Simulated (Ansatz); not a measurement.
# In3SbO4, from a guessed structure to a relaxed one, part 2 of 2

Starting from a made-up structure for In3SbO4, the aim is the relaxed cell, its shortest contacts and, where a second run follows, its electronic structure.

Ansatz 0.2.0; DFT, PBE, plane-wave PAW, files of the set soft_1, scalar-relativistic, no spin, cell and ions relaxed at zero pressure; PAW set soft_1 (the session's first sound run).

So far: The starting structure; Relaxing cell and atoms.

### 2. Relaxing cell and atoms (continued)

Relaxation path:

```tsv
step	energy less that of the first step (eV)	largest force component (eV/Å)	pressure (GPa)	volume (Å³)
1	0.0000	0.2699	0.71	154.32
2	0.0225	0.0808	-1.54	171.75
3	-0.0356	0.2459	1.61	159.19
4	-0.0509	0.0150	-0.02	161.69
5*	-0.0629	0.0149	0.11	161.69
6	-0.0625	0.0007	0.01	162.42
7*	-0.0633	0.0007	0.02	162.42
```

Relaxation steps marked * repeat the geometry before them on a plane-wave basis chosen anew for their cell, so energy and pressure can jump there. Relaxation step 2 was tried and not accepted.

Forces are held to the 24 operations that the run works with; a distortion that breaks them can't arise in this run.

```tsv
conventional cell, symmetrised	before	after	change
a (Å)	6.758	6.874	+1.7 %
b (Å)	6.758	6.874	+1.7 %
c (Å)	6.758	6.874	+1.7 %
volume (Å³/atom)	19.29	20.30	+5.2 %
```

The atoms that moved most (Å, as changes of fractional coordinates times the final cell):

```tsv
atom	dx	dy	dz	length
O6	0.029	0.029	0.029	0.050
O8	0.029	-0.029	-0.029	0.050
O5	-0.029	0.029	-0.029	0.050
O7	-0.029	-0.029	0.029	0.050
```

Final coordinates:

```cif
data_structure
_symmetry_space_group_name_H-M 'P 1'
_symmetry_Int_Tables_number 1
_cell_length_a 5.9533
_cell_length_b 5.9533
_cell_length_c 5.9533
_cell_angle_alpha 109.471
_cell_angle_beta 109.471
_cell_angle_gamma 109.471
_cell_volume 162.42
loop_
_atom_site_label
_atom_site_type_symbol
_atom_site_fract_x
_atom_site_fract_y
_atom_site_fract_z
_atom_site_occupancy
Sb1 Sb 0.00000 0.00000 0.00000 1
In2 In 0.50000 0.00000 0.50000 1
In3 In 0.00000 0.50000 0.50000 1
In4 In 0.50000 0.50000 0.00000 1
O5 O 0.00000 0.32163 0.00000 1
O6 O 0.67837 0.67837 0.67837 1
O7 O 0.00000 0.00000 0.32163 1
O8 O 0.32163 0.00000 0.00000 1
```

Numbers from this step:

| Quantity | Value |
| --- | --- |
| free energy | -25544.1470 eV |
| Fermi energy | 7.111 eV |
| gap by band count | 1.299 eV |
| electrons | 78 |
| symmetry operations | 24 |
| pressure | 0.01877 GPa |

The shortest distance of each pair, which need not be the same contact before and after:

```tsv
pair	guess (Å)	relaxed (Å)
O–Sb	1.931	1.915
In–O	2.759	2.807
O–O	3.154	3.127
In–Sb	3.379	3.437
In–In	3.379	3.437
```

The relaxation ends with a largest force component of 7.4e-4 eV/Å and a pressure of 0.02 GPa.

### 3. Bands of the relaxed cell

A second self-consistent run takes a narrower smearing and the mesh shown in its input; the bands follow along the standard path of the relaxed lattice.

This step: DFT, PBE, plane-wave PAW, files of the set soft_1, scalar-relativistic, no spin, bands and density of states at the relaxed cell; PAW set soft_1 (Ansatz 0.2.0).

input.yaml

```yaml
crystal:
  lattice:
    - [-3.4371255092, 3.4371255092, 3.4371255092]
    - [3.4371255092, -3.4371255092, 3.4371255092]
    - [3.4371255092, 3.4371255092, -3.4371255092]
  atoms:
    - { symbol: Sb, position: [0.0, 0.0, 0.0] }
    - { symbol: In, position: [0.5, 0.0, 0.5] }
    - { symbol: In, position: [0.0, 0.5, 0.5] }
    - { symbol: In, position: [0.5, 0.5, 0.0] }
    - { symbol: O, position: [0.0, 0.3216275025, 0.0] }
    - { symbol: O, position: [0.6783724975, 0.6783724975, 0.6783724975] }
    - { symbol: O, position: [0.0, 0.0, 0.3216275025] }
    - { symbol: O, position: [0.3216275025, 0.0, 0.0] }
kpoints:
  mp_grid: { grid: [6, 6, 6] }
  band_path:
    path:
      - [[0.0, 0.0, 0.0], [0.5, -0.5, 0.5], [0.0, 0.0, 0.5], [0.0, 0.0, 0.0], [0.25, 0.25, 0.25], [0.5, -0.5, 0.5]]
      - [[0.25, 0.25, 0.25], [0.0, 0.0, 0.5]]
    npoints: 13
scf:
  occupations: { method: fermi_dirac, width: 0.03 }
  n_extra_bands: 12
hamiltonian:
  xc: pbe
  pseudopotentials: { kind: paw, azcp: { folder: soft_1 } }
output:
  forces: true
  stress: true
  write_bands: true
  dos: { projected: true }
  write_density: true
  write_potential: true
  elf: true
  volumetric_format: npy
```

Command:

```console
$ ansatz run input.yaml --threads 4 --pin off --max-ram 10240MiB --backend cpu --events-out ev --progress --plain --runs-dir out
```

Numbers of over 12 decimals in the logs are rounded to 6 here.

The log of the run:

```text
[...]
Crystal: 8 atoms, lattice volume = 162.422 Å³
Basis set: ecut = 420 eV, 3103 PW (Γ), exchange–correlation on 80×80×80 points (8 copies of the dense FFT grid, shifted against one another)
Bands: 51, of which v1, the nominal top of the filled ones, is band 39 counted from 1 (38 counted from 0)
Symmetry: 24 space group operations
[...]
k-points: 16 of 216 (time reversal used)
[...]
SCF iter   1: F=—  HF=-25545.621295 eV  |F-HF|=—  |Δ(HF+E_count)|=         —  Δρ=4.95e-2  dr2=4.74e0  ethr=3.10e-3  ⟨swp⟩=6.1  Hψ=3463  notcnv=0  defer=6
[...]
SCF iter   8: F=-25544.147045 eV  HF=-25544.147045 eV  |F-HF|=1.62e-8  |Δ(HF+E_count)|=   1.62e-6  Δρ=4.05e-6  dr2=2.24e-8  ethr=1.28e-10  ⟨swp⟩=17.1  Hψ=7373  notcnv=0
SCF 1 converged in 8 iterations: F = -25544.147045 eV  dr2 = 2.24e-8
[...]
NSCF: frozen V_eff on 80 k-points
SCF converged after 8 iterations
Free energy (F): -25544.147045 eV
[...]
Internal energy: -25544.147045 eV  (E = F + TS)
E sigma→0 (E₀):  -25544.147045 eV
Fermi energy:    7.096871 eV
[...]
--- Forces (eV/Å), atoms counted from 1 ---
  atom   1  Sb     0.00000000     0.00000000     0.00000000
  atom   2  In     0.00000000     0.00000000    -0.00000000
  atom   3  In     0.00000000    -0.00000000     0.00000000
  atom   4  In    -0.00000000     0.00000000     0.00000000
  atom   5  O     -0.00070627     0.00070627    -0.00070627
  atom   6  O      0.00070627     0.00070627     0.00070627
  atom   7  O     -0.00070627    -0.00070627     0.00070627
  atom   8  O      0.00070627    -0.00070627    -0.00070627
  max |Σ_I F_I| component: 3.59e-17 eV/Å
--- Stress (GPa, compression-positive) ---
        0.018864      -0.000000       0.000000
        0.000000       0.018864      -0.000000
        0.000000      -0.000000       0.018864
  P = ⅓ Tr σ = 0.0189 GPa (0.189 kbar)
--- Band table (eV; the first three rows and the last of 16) ---
  k-point 0: bands = [... 35 lower, 4.3360, 4.3360, 6.3552, 6.3552, 8.9892, 8.9892, 8.9892, 9.4899, ... 8 higher]
  k-point 1: bands = [... 35 lower, 4.3108, 4.5351, 6.2920, 6.3324, 8.7806, 9.1144, 9.1774, 9.3221, ... 8 higher]
  k-point 2: bands = [... 35 lower, 4.5902, 4.9747, 6.1122, 6.1697, 8.4261, 9.0337, 9.6556, 9.7503, ... 8 higher]
  k-point 15: bands = [... 35 lower, 4.7834, 5.9863, 6.4311, 6.4311, 7.7302, 7.7302, 7.7302, 9.7980, ... 8 higher]
```

Elapsed: 13 s, on 4 threads of Arm Neoverse V2, shared host; peak memory 0.72 GiB; 49 s of CPU time.

In the SCF lines HF is the Harris–Foulkes energy and dr2 the Hartree energy of the density residual, in eV; the loop may stop once dr2 is under the threshold and the program's other checks hold. Hψ counts applications of the Hamiltonian.

This step gave:

- Fermi energy: 7.097 eV
- pressure: 0.01886 GPa
- gap on the k-mesh: 1.299 eV

From bands.tsv. The electronic bands at the labelled points (eV, zero at the valence top; v1 is the highest filled band, c1 the lowest empty one):

```tsv
point	v4	v3	v2	v1	c1	c2	c3	c4
Γ	-2.10	-2.10	-0.08	-0.08	2.56	2.56	2.56	3.06
0.46 of the way	-1.89	-1.59	-0.34	-0.02	1.85	1.85	2.83	4.46
H	-1.65	-0.44	0.00	0.00	1.30	1.30	1.30	3.37
0.46 of the way	-1.68	-1.07	-0.34	-0.11	1.43	2.01	2.34	3.17
N	-1.72	-1.09	-0.64	-0.33	1.84	2.48	3.93	3.97
0.46 of the way	-1.95	-1.64	-0.21	-0.20	2.12	2.71	2.96	3.05
Γ	-2.10	-2.10	-0.08	-0.08	2.56	2.56	2.56	3.06
0.54 of the way	-1.90	-1.42	-0.31	-0.31	2.43	2.88	2.94	2.94
P	-1.88	-0.68	-0.68	-0.68	1.68	4.00	4.00	4.00
0.54 of the way	-1.68	-1.19	-0.35	-0.35	2.10	2.10	2.33	3.16
H	-1.65	-0.44	0.00	0.00	1.30	1.30	1.30	3.37
jump to P	-1.88	-0.68	-0.68	-0.68	1.68	4.00	4.00	4.00
0.54 of the way	-1.75	-0.93	-0.66	-0.51	2.12	2.52	3.98	4.07
N	-1.72	-1.09	-0.64	-0.33	1.84	2.48	3.93	3.97
```

Counts of states for the cell as run, both spins, by energy window (eV from the valence-band top):

```csv
from,to,total
-8,-7,2.00
-7,-6,0.00
-6,-5,1.21
-5,-4,6.02
-4,-3,3.52
-3,-2,7.10
-2,-1,5.94
-1,0,4.21
0,1,0.00
1,2,1.25
2,3,4.08
3,4,2.11
4,5,2.66
5,6,5.76
```

Below -8 eV lie 48.0 more states.

Valence density in the ac plane of the conventional cell at fractional y = 0.000, with atoms of Sb and In within 0.2 Å of it. It is the smooth field of the valence electrons, not physical close to the nuclei.

Values in units of 1e0 e/Å³, 10 rows by 16 columns, each cell a mean:
```
 7.1  2.5  0.4  0.2  0.1  0.2  1.3  4.5  5.5  2.4  0.4  0.1  0.1  0.3  1.3  5.5
 0.4  0.3  0.3  0.2  0.1  0.1  0.2  0.4  0.4  0.2  0.1  0.1  0.1  0.2  0.3  0.4
 0.1  0.1  0.1  0.1  0.1  0.0  0.1  0.1  0.1  0.1  0.1  0.0  0.1  0.1  0.1  0.1
 0.9  0.4  0.1  0.1  0.1  0.1  0.3  0.8  0.9  0.4  0.1  0.1  0.1  0.1  0.3  0.8
 7.2  3.2  0.5  0.1  0.1  0.3  1.7  5.9  7.2  3.2  0.5  0.1  0.1  0.3  1.7  5.9
 5.5  2.4  0.4  0.1  0.1  0.2  1.3  4.5  5.5  2.4  0.4  0.1  0.1  0.2  1.3  4.5
 0.4  0.2  0.1  0.1  0.0  0.1  0.2  0.4  0.4  0.2  0.1  0.1  0.1  0.1  0.2  0.4
 0.1  0.1  0.1  0.1  0.1  0.0  0.1  0.1  0.1  0.1  0.1  0.1  0.1  0.1  0.1  0.1
 0.9  0.5  0.3  0.2  0.1  0.1  0.3  0.8  0.9  0.4  0.1  0.1  0.1  0.3  0.4  0.7
10.0  3.5  0.5  0.2  0.1  0.3  1.7  5.9  7.2  3.2  0.5  0.1  0.1  0.3  1.7  7.7
```
Columns run along a (6.9 Å), rows up along c (6.9 Å), edges of the conventional cell, whose origin can differ from the input's. Atoms in or near the plane, at fractional coordinates: Sb at (0.00, 0.00), In at (0.50, 0.50), In at (0.50, 0.00), In at (0.00, 0.50).

ELF in the ac plane of the conventional cell at fractional y = 0.000, with atoms of Sb and In within 0.2 Å of it. It is the smooth field of the valence electrons, not physical close to the nuclei.

Ten even steps from '0' (0.03) to '9' (0.43), each cell a mean:
```
0254224620045223540
3567423654464236654
5689732466653258965
3579731355542159863
1245410134321035532
3221101355542001222
6542113566665212345
4665335654566424564
0266446620056535640
0166446610046545640
1465446641256535652
6654225666665313466
4431002566653101234
2223200244431013322
2368620244431147742
4589831456652159974
5678623566664247865
1365324641265225652
0154224610046313530
```
Columns run along a (6.9 Å), rows up along c (6.9 Å), edges of the conventional cell, whose origin can differ from the input's. Atoms in or near the plane, at fractional coordinates: Sb at (0.00, 0.00), In at (0.50, 0.50), In at (0.50, 0.00), In at (0.00, 0.50).

Electrostatic potential energy in the ac plane of the conventional cell at fractional y = 0.000, with atoms of Sb and In within 0.2 Å of it. With pseudopotentials it is smooth inside the atoms' cores, unlike the true potential.

Ten even steps from '0' (-32 eV) to '9' (11 eV), each cell a mean:
```
0027997300016898500
0158998621147999730
4689999865678999875
8899999988899999998
9999999999999999999
8999999988899999998
5789999865678999876
1268998621147999741
0037997300016898610
0037997300015898510
0148998410026898620
3479998743368999863
7899999887789999987
9999999999999999999
9999999999999999999
7889999987789999987
2478999743368999852
0048998410027998610
0027997300015898400
```
Columns run along a (6.9 Å; values clipped at the 3rd and 97th percentile), rows up along c (6.9 Å), edges of the conventional cell, whose origin can differ from the input's. Atoms in or near the plane, at fractional coordinates: Sb at (0.00, 0.00), In at (0.50, 0.50), In at (0.50, 0.00), In at (0.00, 0.50).

### 4. What came out

| Item | Value |
| --- | --- |
| space group, relaxed | I-43m |
| conventional cell | a = 6.874, b = 6.874, c = 6.874 Å; α = 90.0°, β = 90.0°, γ = 90.0° |
| volume per atom | 20.30 Å³ (guess 19.29) |

In words: In3SbO4 relaxes to I-43m with a = 6.874, b = 6.874 and c = 6.874 Å. The guessed volume was 5 % too small. The space group I-43m was held in the relaxation, so the end point is a stationary structure within it and may be a saddle against distortions or other arrangements. It has a direct Kohn–Sham gap of 1.30 eV, which semilocal functionals understate. On the 6×6×6 mesh with the narrower smearing (relaxed on 6×6×6) the largest force component is 0.001 eV/Å and the largest stress component is 0.019 GPa, within the relaxation's thresholds of 0.015 eV/Å and 0.05 GPa. The cutoff wasn't tested. Spin-orbit coupling is left out, which can matter for elements this heavy. No dispersion term is used, so weakly bound directions may come out too long. Nothing here tests whether the compound is stable against decomposition.

[Logs are printed without paths, hosts, clocks, repeated set-up lines and the standing remarks that a program may print on its own settings, such as how far it seeks lower states.]

[Hosts, paths, dates, database ids (printed as entryN), source tags and the programs' standing remarks are cut or masked in the printed files.]
